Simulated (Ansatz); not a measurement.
# As4C3 (built on the sites of a database entry of C3N4): from the cell to its phonons, part 2 of 2

Wanted: phonon frequencies of As4C3 (built on the sites of a database entry of C3N4) and what follows from them.

Ansatz 0.2.0; DFT PBEsol, scalar-relativistic, plane waves, PAW.

So far. Step 4 (Tight relaxation): The largest force component left is 0.52 meV/Å and the pressure is 0.005 GPa, within the tolerances set. The cell now holds 13.36 Å³/atom. Step 5 (Zone-centre response): Before it was imposed, the acoustic sum rule was missed by 7.3e-5 eV/Å². Small misses are needed for a sound result but don't prove that mesh and cutoff are converged. The lowest optical mode is real, 151 cm⁻¹. The relaxed cell has a = 4.539 Å (conventional setting).

The structure was built from a prototype and need not be the compound's stable phase.

## (6) The dispersion

Stability and thermal properties need the whole zone. Linear response on a 2×2×2 q mesh gives force constants as far as a supercell of that size would.

Contents of input.yaml:

```yaml
crystal:
  lattice:
    - [4.5390241658, 0.0, 0.0]
    - [0.0, 4.5390241658, 0.0]
    - [0.0, 0.0, 4.5390241658]
  atoms:
    - { symbol: C, position: [0.0, 0.0, 0.5] }
    - { symbol: C, position: [0.5, 0.0, 0.0] }
    - { symbol: C, position: [0.0, 0.5, 0.0] }
    - { symbol: As, position: [0.2726769789, 0.2726769789, 0.7273230211] }
    - { symbol: As, position: [0.7273230211, 0.7273230211, 0.7273230211] }
    - { symbol: As, position: [0.2726769789, 0.7273230211, 0.2726769789] }
    - { symbol: As, position: [0.7273230211, 0.2726769789, 0.2726769789] }
kpoints:
  mp_grid: { grid: [8, 8, 8] }
hamiltonian:
  xc: pbesol
scf:
  occupations: { method: methfessel_paxton, width: 0.2 }
output:
  eigenvalues: true
phonons:
  method: dfpt
  qmesh: [2, 2, 2]
  temperatures: { t_max: 1000, t_step: 50 }
  qpath:
    path:
      - [[0.0, 0.0, 0.0], [0.0, 0.5, 0.0], [0.5, 0.5, 0.0], [0.0, 0.0, 0.0], [0.5, 0.5, 0.5], [0.0, 0.5, 0.0]]
      - [[0.5, 0.5, 0.5], [0.5, 0.5, 0.0]]
    npoints: 10
```

Command:

```
ansatz run input.yaml --threads 8 --pin off --max-ram 14336MiB --backend cpu --events-out ev --progress --plain --runs-dir out
```

Numbers of over 12 decimals in the logs are rounded to 6 here.

Log:

```text
Warning: phonons: the dynamical matrix that this run interpolates holds no multipole term above the dipole-dipole one, and a site of this crystal is no centre of inversion, so its interpolated transverse optical and acoustic branches and sound speeds can stay off near Gamma, and the density of states and the thermodynamics with them. What a run solves at a wave vector of phonons.qpoints, Gamma apart, where the deck admits one, is free of this, and under fd what a larger phonons.supercell samples
[...]
Crystal: 7 atoms, lattice volume = 93.516 Å³
Basis set: ecut = 420 eV, 1839 PW (Γ), exchange–correlation on 64×64×64 points (8 copies of the dense FFT grid, shifted against one another)
Bands: 44, of which v1, the nominal top of the filled ones, is band 36 counted from 1 (35 counted from 0)
Symmetry: 24 space group operations
k-points: 35 of 512 (time reversal used)
[...]
SCF iter   1: F=—  HF=-19986.478596 eV  |F-HF|=—  |Δ(HF+E_count)|=         —  Δρ=8.85e-3  dr2=1.01e-1  ethr=1.77e-3  ⟨swp⟩=5.2  Hψ=5504  notcnv=0
[...]
SCF iter  11: F=-19986.451520 eV  HF=-19986.451520 eV  |F-HF|=0.00e0  |Δ(HF+E_count)|=  7.28e-12  S|Δr|=    0.00e0  Δρ=4.45e-8  dr2=2.93e-12  ethr=1.00e-12  ⟨swp⟩=9.2  Hψ=7354  notcnv=0
SCF 1 converged in 11 iterations: F = -19986.451520 eV  dr2 = 2.93e-12
[...]
SCF iter   4: F=-19986.451520 eV  HF=-19986.451520 eV  |F-HF|=3.64e-12  |Δ(HF+E_count)|=  1.82e-11  S|Δr|=    0.00e0  Δρ=6.86e-8  dr2=3.60e-12  ethr=1.00e-12  ⟨swp⟩=2.3  Hψ=3560  notcnv=0
SCF 2 converged in 4 iterations: F = -19986.451520 eV  dr2 = 3.60e-12
[...]
phonons: the bands overlap, so this run is a metal and interpolates without the dipole-dipole term. If the crystal is really an insulator or semiconductor, its LO-TO splitting is missing
NSCF: frozen V_eff on 35 k-points
[...]
DFPT response loops at q = (0, 0, 0) (fractional): preconditioner auto → Kerker (q_TF=auto, 2.612 Å⁻¹) (partly filled bands, converged f_vac=0.000); β = 1.00, the filter's whole step (`scf.mixing.beta` (0.50) is not read by the response loops under this deck's `scf.mixing.preconditioner`; to damp them name `kerker` or `kerker_dos`, under which they read `scf.mixing.beta`, and type it under 1.00, their step now; both keys bind the ground state too); Broyden in place of MSR1
[...]
SCF converged after 11 iterations
[...]
Free energy (F): -19986.451520 eV
[...]
Internal energy: -19986.452570 eV  (E = F + TS)
E sigma→0 (E₀):  -19986.451783 eV
Entropy (-TS):   0.001049 eV (0.150 meV/atom)
Fermi energy:    12.540835 eV
[...]
--- Band table (eV; the first three rows and the last of 35) ---
  k-point 0: bands = [... 32 lower, 9.0583, 11.7916, 11.7916, 12.7080, 12.7080, 12.7080, 14.2948, 14.8089, ... 4 higher]
  k-point 1: bands = [... 32 lower, 8.9547, 11.8943, 12.2952, 12.5064, 12.5095, 12.5095, 14.3615, 15.0285, ... 4 higher]
  k-point 2: bands = [... 32 lower, 8.8685, 11.1975, 11.9187, 11.9187, 12.7166, 13.5086, 14.7612, 15.2033, ... 4 higher]
  k-point 34: bands = [... 32 lower, 10.1583, 12.7484, 12.7484, 12.7484, 13.7390, 13.7390, 13.7390, 16.3714, ... 4 higher]
--- Phonons (Γ-DFPT): 3 representative perturbations + reference (Σ response iterations 12) ---
  ASR residual: 2.741e-5 → 0.000e0 eV/Å²; symmetrization residual: 3.073e-7 eV/Å²
  ASR residual per site (eV/Å²): 2.74e-5 2.74e-5 2.74e-5 1.41e-5 1.41e-5 1.41e-5 1.41e-5
[...]
--- Phonons (arbitrary-q DFPT): 4 irreducible q on the 2×2×2 mesh ---
  q = [0.0000, 0.0000, 0.0000] (star 1, of the zone-centre solve; hermiticity 4.63e-8, symmetrization 5.52e-12): -0.00 -0.00 0.00 150.91 150.91 150.91 177.17 177.17 177.17 269.30 269.30 312.60 500.58 500.58 500.58 518.91 518.91 518.91 617.99 617.99 617.99
  q = [0.0000, 0.0000, -0.5000] (star 3, 7 solved perturbations in 985 linear systems a pass and spin channel, the states on 260 of 512 k-point pairs; hermiticity 2.79e-6, symmetrization 2.28e-7): 120.62 120.62 126.49 126.49 182.35 193.69 193.69 212.30 223.80 237.58 239.56 244.79 510.85 510.85 534.53 560.23 576.98 576.98 622.49 622.49 649.45
[...]
sum rule: each row above includes the acoustic sum rule's correction from the zone centre's row sums; it moved no ω² by more than (0.79 cm⁻¹)²
  mesh force constants: q→R imaginary residual 7.57e-18; ASR residual 2.741e-5 → 0.000e0 eV/Å²; symmetrization residual 1.599e-14 eV/Å²
  interpolated dispersion: 62 rows × 21 modes
  density of states and harmonic sums: on the 14×14×14 q-mesh, interpolated from the force constants of a 2×2×2 supercell (no non-analytic term)
  largest difference from the sums on the solved wave vectors: F 7.09e-2 eV, S 1.03e-4 and C_V 3.22e-5 eV/K
  zero-point energy: 0.453360 eV/cell   skipped modes (ω ≤ 0): 3   left out of the sums: 5.21e-5 of the cell's modes: C_V's classical limit lies that fraction below 3 k_B per atom; for a crystal, a wire or a layer, F and S can be off by more, and a phonons.interpolated_qmesh denser along its periods is the remedy for the sampling
```

It took 2.7 min on 8 threads of AMD EPYC 7B13 (Zen 3), shared host; peak memory 2.9 GiB; 19 min of CPU time.

This step gave:

* sum-rule residual before enforcement: 2.74e-5 eV/Å²
* lowest frequency on the path: 0 cm⁻¹
* highest frequency on the path or at a solved wavevector: 649.5 cm⁻¹
* mean frequency: 348.2 cm⁻¹
* Debye temperature (second moment): 745 K
* logarithmic mean frequency: 288.1 cm⁻¹
* lowest mode on the q mesh (acoustic modes at Γ apart): 77.07 cm⁻¹
* zero-point energy per atom: 64.77 meV
* heat capacity at 300 K: 19.26 J/(mol atoms K)
* vibrational entropy at 300 K: 20.17 J/(mol atoms K)
* edges of the widest gap between branches, on path and mesh: 312.6, 494.6 cm⁻¹

Frequencies (cm⁻¹) solved at each irreducible wavevector; negative means imaginary. Frequencies by wavevector, by row:

```
q in reciprocal lattice units  star  mode 1  mode 2  mode 3  mode 4  mode 19  mode 20  mode 21
                        0 0 0     1       0       0       0   150.9      618      618      618
                     0 0 -0.5     3   120.6   120.6   126.5   126.5    622.5    622.5    649.5
                  0 -0.5 -0.5     3   131.5   131.5   145.8   163.3    612.1    612.1    631.7
               -0.5 -0.5 -0.5     1    77.1    77.1    77.1   131.8    592.6    592.6    611.2
```

Interpolated from a 2×2×2 q mesh. Phonon branches along the path, in cm⁻¹:

```
    point  branch 1  branch 2  branch 3  branch 4  branch 18  branch 19  branch 20  branch 21
        Γ         0         0         0       151        519        618        618        618
  halfway        73        73       114       148        546        622        622        634
        X       121       121       126       126        577        622        622        650
  halfway       124       134       143       149        582        620        620        640
        M       132       132       146       163        595        612        612        632
  halfway        94       103       140       152        560        624        625        635
        Γ         0         0         0       151        519        618        618        618
  halfway       101       101       132       158        566        622        622        630
        R        77        77        77       132        593        593        593        611
  halfway       119       120       130       147        584        614        614        627
        X       121       121       126       126        577        622        622        650
jump to R        77        77        77       132        593        593        593        611
  halfway       114       114       116       146        591        603        603        618
        M       132       132       146       163        595        612        612        632
```

The phonon density of states has structure finer than the step of the table below, so its rows give means over 20 cm⁻¹, whole bins alone (the curve runs from 2.5 to 652 cm⁻¹). Peaks (cm⁻¹: height): 152.5: 0.111, 162.5: 0.110, 187.5: 0.100, 252.5: 0.138, 507.5: 0.194, 567.5: 0.130, 622.5: 0.228.

Tetrahedra on a 14×14×14 mesh, mean over bins of 5 cm-1. Interpolated from a 2×2×2 q mesh. Table of phonon density of states by wavenumber; means over each step:

```
wavenumber (cm⁻¹)  phonon density of states (1/cm⁻¹/cell)
               20                                  3.2e-4
               40                                 0.00164
               60                                 0.00431
               80                                  0.0108
              100                                  0.0310
              120                                  0.0620
              140                                  0.0785
              160                                  0.0935
              180                                  0.0701
              200                                  0.0528
              220                                  0.0379
              240                                  0.0689
              260                                  0.0793
              280                                 0.00659
              300                                 0.00230
              320                                  1.0e-4
              340                                       0
              360                                       0
              380                                       0
              400                                       0
              420                                       0
              440                                       0
              460                                       0
              480                                  1.6e-5
              500                                  0.0643
              520                                  0.0442
              540                                  0.0341
              560                                  0.0878
              580                                  0.0649
              600                                  0.0187
              620                                   0.105
              640                                  0.0309
```

The partial phonon density of states has structure finer than the step of the table below, so its rows give means over 20 cm⁻¹, whole bins alone (the curve runs from -10 to 678 cm⁻¹). Peaks (cm⁻¹: height): As 150.2: 0.0933, 189.2: 0.0746, 249.8: 0.117; C 509.6: 0.115, 565.9: 0.102, 622.2: 0.127.

Phonopy on the run's constants, 13x13x13 mesh, Gaussian sigma 4.9 cm-1. Interpolated from a 2×2×2 q mesh. The partial phonon density of states by wavenumber; means over each step; values in 1/cm⁻¹/cell:

| wavenumber (cm⁻¹) | As | C |
| --- | --- | --- |
| 0 | 5.8e-5 | 6.5e-6 |
| 20 | 3.6e-4 | 4.3e-5 |
| 40 | 0.00156 | 1.8e-4 |
| 60 | 0.00399 | 4.3e-4 |
| 80 | 0.0104 | 0.00104 |
| 100 | 0.0289 | 0.00265 |
| 120 | 0.0556 | 0.00457 |
| 140 | 0.0749 | 0.00496 |
| 160 | 0.0861 | 0.00491 |
| 180 | 0.0676 | 0.00274 |
| 200 | 0.0517 | 0.00155 |
| 220 | 0.0383 | 7.8e-4 |
| 240 | 0.0682 | 8.4e-4 |
| 260 | 0.0760 | 4.7e-4 |
| 280 | 0.00858 | 5.6e-5 |
| 300 | 0.00239 | 1.5e-5 |
| 320 | 2.1e-4 | 0 |
| 340 | 0 | 0 |
| 360 | 0 | 0 |
| 380 | 0 | 0 |
| 400 | 0 | 0 |
| 420 | 0 | 0 |
| 440 | 0 | 0 |
| 460 | 0 | 0 |
| 480 | 4.6e-5 | 5.5e-4 |
| 500 | 0.00394 | 0.0570 |
| 520 | 0.00280 | 0.0453 |
| 540 | 0.00216 | 0.0324 |
| 560 | 0.00473 | 0.0801 |
| 580 | 0.00372 | 0.0603 |
| 600 | 0.00163 | 0.0225 |
| 620 | 0.00451 | 0.0930 |
| 640 | 0.00163 | 0.0325 |
| 660 | 6.4e-5 | 0.00110 |

Harmonic thermodynamic functions per atom, from the density of states. Interpolated from a 2×2×2 q mesh. Thermodynamic functions, by row:

| T (K) | F_vib (meV/atom) | S (J/mol-atom/K) | C_V (J/mol-atom/K) |
| --- | --- | --- | --- |
| 0 | 64.77 | 0 | 0 |
| 50 | 64.65 | 0.988 | 2.89 |
| 100 | 63.19 | 4.87 | 8.588 |
| 200 | 53.78 | 13.12 | 15.39 |
| 300 | 36.42 | 20.17 | 19.26 |
| 400 | 12.38 | 26.03 | 21.33 |
| 500 | -17.2 | 30.92 | 22.48 |
| 600 | -51.46 | 35.09 | 23.17 |
| 700 | -89.74 | 38.7 | 23.61 |
| 800 | -131.5 | 41.87 | 23.91 |
| 900 | -176.4 | 44.7 | 24.12 |
| 1000 | -224.1 | 47.25 | 24.27 |

Harmonic mean-square displacement, third of the trace. Interpolated from a 2×2×2 q mesh. Mean square displacements, by row:

| T (K) | C1 U_eq (Å²) | C2 U_eq (Å²) | C3 U_eq (Å²) | As4 U_eq (Å²) | As5 U_eq (Å²) | As6 U_eq (Å²) | As7 U_eq (Å²) |
| --- | --- | --- | --- | --- | --- | --- | --- |
| 0 | 0.00292 | 0.00292 | 0.00292 | 0.00132 | 0.00132 | 0.00132 | 0.00132 |
| 100 | 0.00322 | 0.00322 | 0.00322 | 0.00176 | 0.00176 | 0.00176 | 0.00176 |
| 300 | 0.00486 | 0.00486 | 0.00486 | 0.00403 | 0.00403 | 0.00403 | 0.00403 |
| 600 | 0.00824 | 0.00824 | 0.00824 | 0.00779 | 0.00779 | 0.00779 | 0.00779 |

Symmetry leaves 4 wavevectors to solve. The lowest mode among them, the acoustic zeros apart, lies at q = (-0.5, -0.5, -0.5) and is real, 77.1 cm⁻¹.

## (7) Isotope substitution

An isotope changes the mass and not the force constants, so no new electronic calculation is needed; the shifts show which modes move this element.

The same force constants with the mass of C changed from 12.011 to 13.003 u (phonopy, no LO-TO term). Both lists are sorted by frequency; levels can cross, so a row need not hold one and the same mode. Modes under 3 cm⁻¹ are left out. Isotope shifts, by row, the first 40 of 60 rows:

```csv
q,rank,natural mass (cm⁻¹),changed mass (cm⁻¹)
0 0 0,4,150.9,150.3
0 0 0,5,150.9,150.3
0 0 0,6,150.9,150.3
0 0 0,7,177.2,177.1
0 0 0,8,177.2,177.1
0 0 0,9,177.2,177.1
0 0 0,10,269.3,269.3
0 0 0,11,269.3,269.3
0 0 0,12,312.6,312.6
0 0 0,13,500.6,483
0 0 0,14,500.6,483
0 0 0,15,500.6,483
0 0 0,16,518.9,500.4
0 0 0,17,518.9,500.4
0 0 0,18,518.9,500.4
0 0 0,19,618,594.9
0 0 0,20,618,594.9
0 0 0,21,618,594.9
0 0 -0.5,1,120.6,120.3
0 0 -0.5,2,120.6,120.3
0 0 -0.5,3,126.5,126.1
0 0 -0.5,4,126.5,126.1
0 0 -0.5,5,182.3,181.9
0 0 -0.5,6,193.7,193.5
0 0 -0.5,7,193.7,193.5
0 0 -0.5,8,212.3,212
0 0 -0.5,9,223.8,223.5
0 0 -0.5,10,237.6,237.4
0 0 -0.5,11,239.6,239.5
0 0 -0.5,12,244.8,244.8
0 0 -0.5,13,510.9,492.2
0 0 -0.5,14,510.9,492.2
0 0 -0.5,15,534.5,514.4
0 0 -0.5,16,560.2,539.6
0 0 -0.5,17,577,556
0 0 -0.5,18,577,556
0 0 -0.5,19,622.5,599.2
0 0 -0.5,20,622.5,599.2
0 0 -0.5,21,649.5,625.7
0 -0.5 -0.5,1,131.5,131.2
```

A mode of this element alone would shift by -3.89 %. The highest zone-centre frequency without the field goes from 618.0 to 594.9 cm⁻¹ (-3.7 %). The product of the frequency ratios over all optical modes at Γ is 0.709; the product rule, (m/m′)^(3k/2) (M′/M)^(3/2) with k = 3 such atoms and M the mass of the cell, gives 0.709.

## (8) Summary of results

```yaml
space_group_after_relaxation_within_0p01_a: P-43m
volume_per_atom: 13.4 Å³
electronic_character: no gap on this mesh
highest_optical_mode_at_the_zone_centre_no_lo_to_term: 618 cm⁻¹
lowest_optical_zone_centre_mode: 151 cm⁻¹
lowest_mode_on_the_q_mesh_acoustic_modes_at_gamma_apart: 77.1 cm⁻¹
highest_frequency_on_the_path_or_at_a_solved_wavevector: 650 cm⁻¹
zero_point_energy_per_atom: 64.8 meV
heat_capacity_at_300_k: 19.3 J/(mol atoms K)
vibrational_entropy_at_300_k: 20.2 J/(mol atoms K)
debye_temperature_second_moment: 745 K
imaginary_modes_on_the_2x2x2_q_mesh: none
```

The structure is a minimum as far as tested: no mode is imaginary at the 4 irreducible wavevectors of the 2×2×2 mesh, and the softest away from the acoustic zeros lies at 77 cm⁻¹. The optical modes at Γ span 151 to 618 cm⁻¹. The highest mode in this list at Γ, 618.0 cm⁻¹, is mostly motion of C (96 % of the kinetic energy). On the path and the mesh, the widest gap between branches runs from 313 to 495 cm⁻¹. With no gap, or one that is small against the smearing, the frequencies hang on the k mesh and the smearing, most of all near Kohn anomalies. The starting cell was built on a prototype and not taken from a measurement, so the phase need not exist. These are harmonic frequencies at zero temperature: anharmonic shifts, linewidths and thermal expansion are left out.

[Logs are printed without paths, hosts, clocks, repeated set-up lines and the standing remarks that a program may print on its own settings, such as how far it seeks lower states.]

[Hosts, paths, dates, database ids (printed as entryN), source tags and the programs' standing remarks are cut or masked in the printed files.]
